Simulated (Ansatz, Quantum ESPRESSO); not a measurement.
# SmAl (Pm-3m): electron-phonon coupling, part 2 of 2

Wanted: the coupling constant λ of SmAl (Pm-3m) at ambient pressure.

Quantum ESPRESSO 7.5; DFT PBEsol, scalar-relativistic, plane waves, PseudoDojo norm-conserving, 4f in core pseudopotentials.

So far. Step 7 (Linear response on the mesh): The acoustic modes at Γ come out as far as 4.6 cm⁻¹ from zero, where they should vanish, a small numerical error. Step 9 (Interpolated phonon bands): All branches are real along the path. The relaxed cell has a = 3.620 Å (conventional setting).

## Step 10: Density of states (continued)

Harmonic thermodynamic functions per atom, summed over the density of states scaled to three modes an atom; melting is ignored. Thermodynamic functions:

| T (K) | F_vib (meV/atom) | S (J/mol-atom/K) | C_V (J/mol-atom/K) |
| --- | --- | --- | --- |
| 0 | 28.77 | 0 | 0 |
| 50 | 27.74 | 5.812 | 9.117 |
| 100 | 22.42 | 14.61 | 16.48 |
| 200 | -0.26 | 28.2 | 22.05 |
| 300 | -34.57 | 37.49 | 23.57 |
| 400 | -77.14 | 44.36 | 24.15 |
| 500 | -126 | 49.78 | 24.43 |
| 600 | -180 | 54.25 | 24.58 |
| 700 | -238.2 | 58.05 | 24.68 |
| 800 | -300.1 | 61.34 | 24.74 |
| 900 | -365.3 | 64.26 | 24.78 |
| 1000 | -433.2 | 66.87 | 24.81 |

At 300 K the heat capacity has reached 94 % of the Dulong-Petit value.

## Step 11: Cross-check with Ansatz

A second program on the same cell, potentials, cutoff and meshes tests the implementation of the phonon response, not its convergence. Its couplings are summed in its own way. Its k mesh is centred on Γ.

This step: DFT PBEsol, scalar-relativistic, plane waves, norm-conserving pseudopotentials, 4f in core (Ansatz 0.2.0).

File input.yaml:

```yaml
crystal:
  lattice:
    - [3.620498541, 0.0, 0.0]
    - [0.0, 3.620498541, 0.0]
    - [0.0, 0.0, 3.620498541]
  atoms:
    - { symbol: Sm, position: [0.5, 0.5, 0.5] }
    - { symbol: Al, position: [0.0, 0.0, 0.0] }
kpoints:
  mp_grid: { grid: [8, 8, 8] }
hamiltonian:
  xc: pbesol
  pseudopotentials:
    kind: nc
    azcp: { Sm: "pseudopotentials/pbe/nc/lanthanide_3plus/Sm.nc.azcp" }
    accuracy: standard
scf:
  occupations: { method: gaussian, width: 0.27211 }
output:
  eigenvalues: true
basis:
  ecutwfc: 571.439
phonons:
  method: dfpt
  qmesh: [2, 2, 2]
  temperatures: { t_max: 1000, t_step: 50 }
  qpath:
    path:
      - [[0.0, 0.0, 0.0], [0.0, 0.5, 0.0], [0.5, 0.5, 0.0], [0.0, 0.0, 0.0], [0.5, 0.5, 0.5], [0.0, 0.5, 0.0]]
      - [[0.5, 0.5, 0.5], [0.5, 0.5, 0.0]]
    npoints: 12
  electrical_resistivity: { temperatures: [77, 300], mesh: [16, 16, 16] }
```

Run with:

```console
$ ansatz run input.yaml --threads 4 --pin off --max-ram 8192MiB --backend cpu --events-out ev --progress --plain --runs-dir out
```

The job ended after 75 s (4 threads of Arm Neoverse N1, shared host; peak memory 0.85 GiB).

Numbers from this step:

| Property | Result |
| --- | --- |
| sum-rule residual before enforcement | 1.31e-4 eV/Å² |
| electron-phonon coupling constant | 0.2350 |
| logarithmic mean frequency weighted by the coupling | 94.1 K |
| lowest mode on the q mesh (acoustic ones at the zone centre apart) | 22.14 cm⁻¹ |
| zero-point energy per atom | 28.73 meV |
| vibrational entropy at 300 K | 37.59 J/(mol atoms K) |

The alpha^2 F has structure finer than the step of the table below, so its rows give means over 1 meV, whole bins alone (the curve runs from 0.062 to 31.5 meV). Peaks (meV: height): 10.4: 0.107, 27.0: 0.176, 30.8: 0.310.

The alpha^2 F by phonon energy; means over each step:

| phonon energy (meV) | alpha^2 F |
| --- | --- |
| 1 | 3.7e-4 |
| 2 | 0.00296 |
| 3 | 0.0221 |
| 4 | 0.0693 |
| 5 | 0.0738 |
| 6 | 0.0695 |
| 7 | 0.0472 |
| 8 | 0.0412 |
| 9 | 0.0548 |
| 10 | 0.0851 |
| 11 | 0.0594 |
| 12 | 0.0563 |
| 13 | 0.0419 |
| 14 | 0.0252 |
| 15 | 0.0163 |
| 16 | 0.00255 |
| 17 | 0 |
| 18 | 0 |
| 19 | 0 |
| 20 | 0 |
| 21 | 0 |
| 22 | 0 |
| 23 | 0 |
| 24 | 0 |
| 25 | 0 |
| 26 | 0.0314 |
| 27 | 0.131 |
| 28 | 0.0916 |
| 29 | 0.0835 |
| 30 | 0.135 |
| 31 | 0.168 |

## Step 12: The two compared: QE PseudoDojo and Ansatz, PseudoDojo

Worked out from the results:

| Item | Value |
| --- | --- |
| root-mean-square difference | 0.35 cm⁻¹ |
| largest difference | 0.98 cm⁻¹ |
| root-mean-square difference on the path | 0.2 cm⁻¹ |
| largest difference on the path | 1 cm⁻¹ |

The 12 of 21 modes that differ most. Frequencies side by side:

| q (reciprocal lattice) | mode | QE PseudoDojo (cm⁻¹) | Ansatz, PseudoDojo (cm⁻¹) |
| --- | --- | --- | --- |
| 0 0 0 | 4 | 217.1 | 217.1 |
| 0 0 -0.5 | 1 | 85.03 | 85.29 |
| 0 0 -0.5 | 2 | 85.03 | 85.29 |
| 0 0 -0.5 | 3 | 129.7 | 129.5 |
| 0 -0.5 -0.5 | 1 | 23.12 | 22.14 |
| 0 -0.5 -0.5 | 2 | 23.12 | 22.14 |
| 0 -0.5 -0.5 | 3 | 65.6 | 66.08 |
| 0 -0.5 -0.5 | 5 | 254.9 | 254.8 |
| 0 -0.5 -0.5 | 6 | 254.9 | 254.8 |
| -0.5 -0.5 -0.5 | 1 | 128.7 | 128.4 |
| -0.5 -0.5 -0.5 | 2 | 128.7 | 128.4 |
| -0.5 -0.5 -0.5 | 3 | 128.7 | 128.4 |

The two runs side by side. Further quantities:

| quantity | QE PseudoDojo | Ansatz, PseudoDojo |
| --- | --- | --- |
| λ | 0.62 | 0.235 |
| ω_log (K) | 86.14 | 94.1 |

The interpolated bands of the two lie on top of each other.

At the solved wavevectors the largest difference (acoustic modes at Γ apart) is 0.4 % of the highest mode, but 4 % of the mode at 23 cm⁻¹ on which it sits; λ differs by 164 %.

## Step 13: Results

```
space group after relaxation                                       : Pm-3m
volume per atom                                                    : 23.7 Å³
highest optical zone-centre mode (no LO-TO term)                   : 217.1 cm⁻¹
q mesh                                                             : 2×2×2
lowest mode on the q mesh (acoustic ones at the zone centre apart) : 23.1 cm⁻¹
zero-point energy per atom                                         : 28.8 meV
heat capacity at 300 K                                             : 23.6 J/(mol atoms K)
vibrational entropy at 300 K                                       : 37.5 J/(mol atoms K)
imaginary modes on the q mesh                                      : none
largest difference from Ansatz, PseudoDojo                         : 0.98 cm⁻¹
```

In words: The λ that matdyn.x prints is not taken as a result: Ansatz's value on the same meshes differs by more than 30 %. SmAl (Pm-3m) is dynamically stable on the 2×2×2 mesh; its spectrum reaches 255 cm⁻¹. At the PBEsol level the optical modes of SmAl (Pm-3m) at the zone centre lie at 217 cm⁻¹. QE PseudoDojo and Ansatz, PseudoDojo agree to 0.98 cm⁻¹ (0.4 % of the highest mode compared) on all solved modes but the acoustic ones at Γ, without the LO-TO term. These are harmonic frequencies at zero temperature: anharmonic shifts and linewidths and thermal expansion are left out. Spin-orbit coupling is left out, which can matter for the heavy elements here. In a metal the frequencies hang on the k mesh and the smearing, most of all near Kohn anomalies. The 4f electrons are frozen in the core as for a trivalent ion, in files made for PBE, so their moments and any magnetic order are left out. The relaxation ran at 42 Ry, under the 50 Ry recommended for these files; the stress of so short a basis can leave the cell about one per cent too small. Ansatz warns that the cutoff lies 16 % under the one recommended for these files; agreement at one cutoff is not convergence. The q mesh stands for a supercell only 7.2 Å across, so branches between the solved wavevectors are rough. The structure comes from a database and need not be the phase that is stable at ambient conditions.

[Host names and launcher messages were left out of these logs when they were recorded.]

[Logs are printed without paths, hosts, clocks, repeated set-up lines and the standing remarks that a program may print on its own settings, such as how far it seeks lower states.]

[Hosts, paths, dates, database ids (printed as entryN), source tags and the programs' standing remarks are cut or masked in the printed files.]
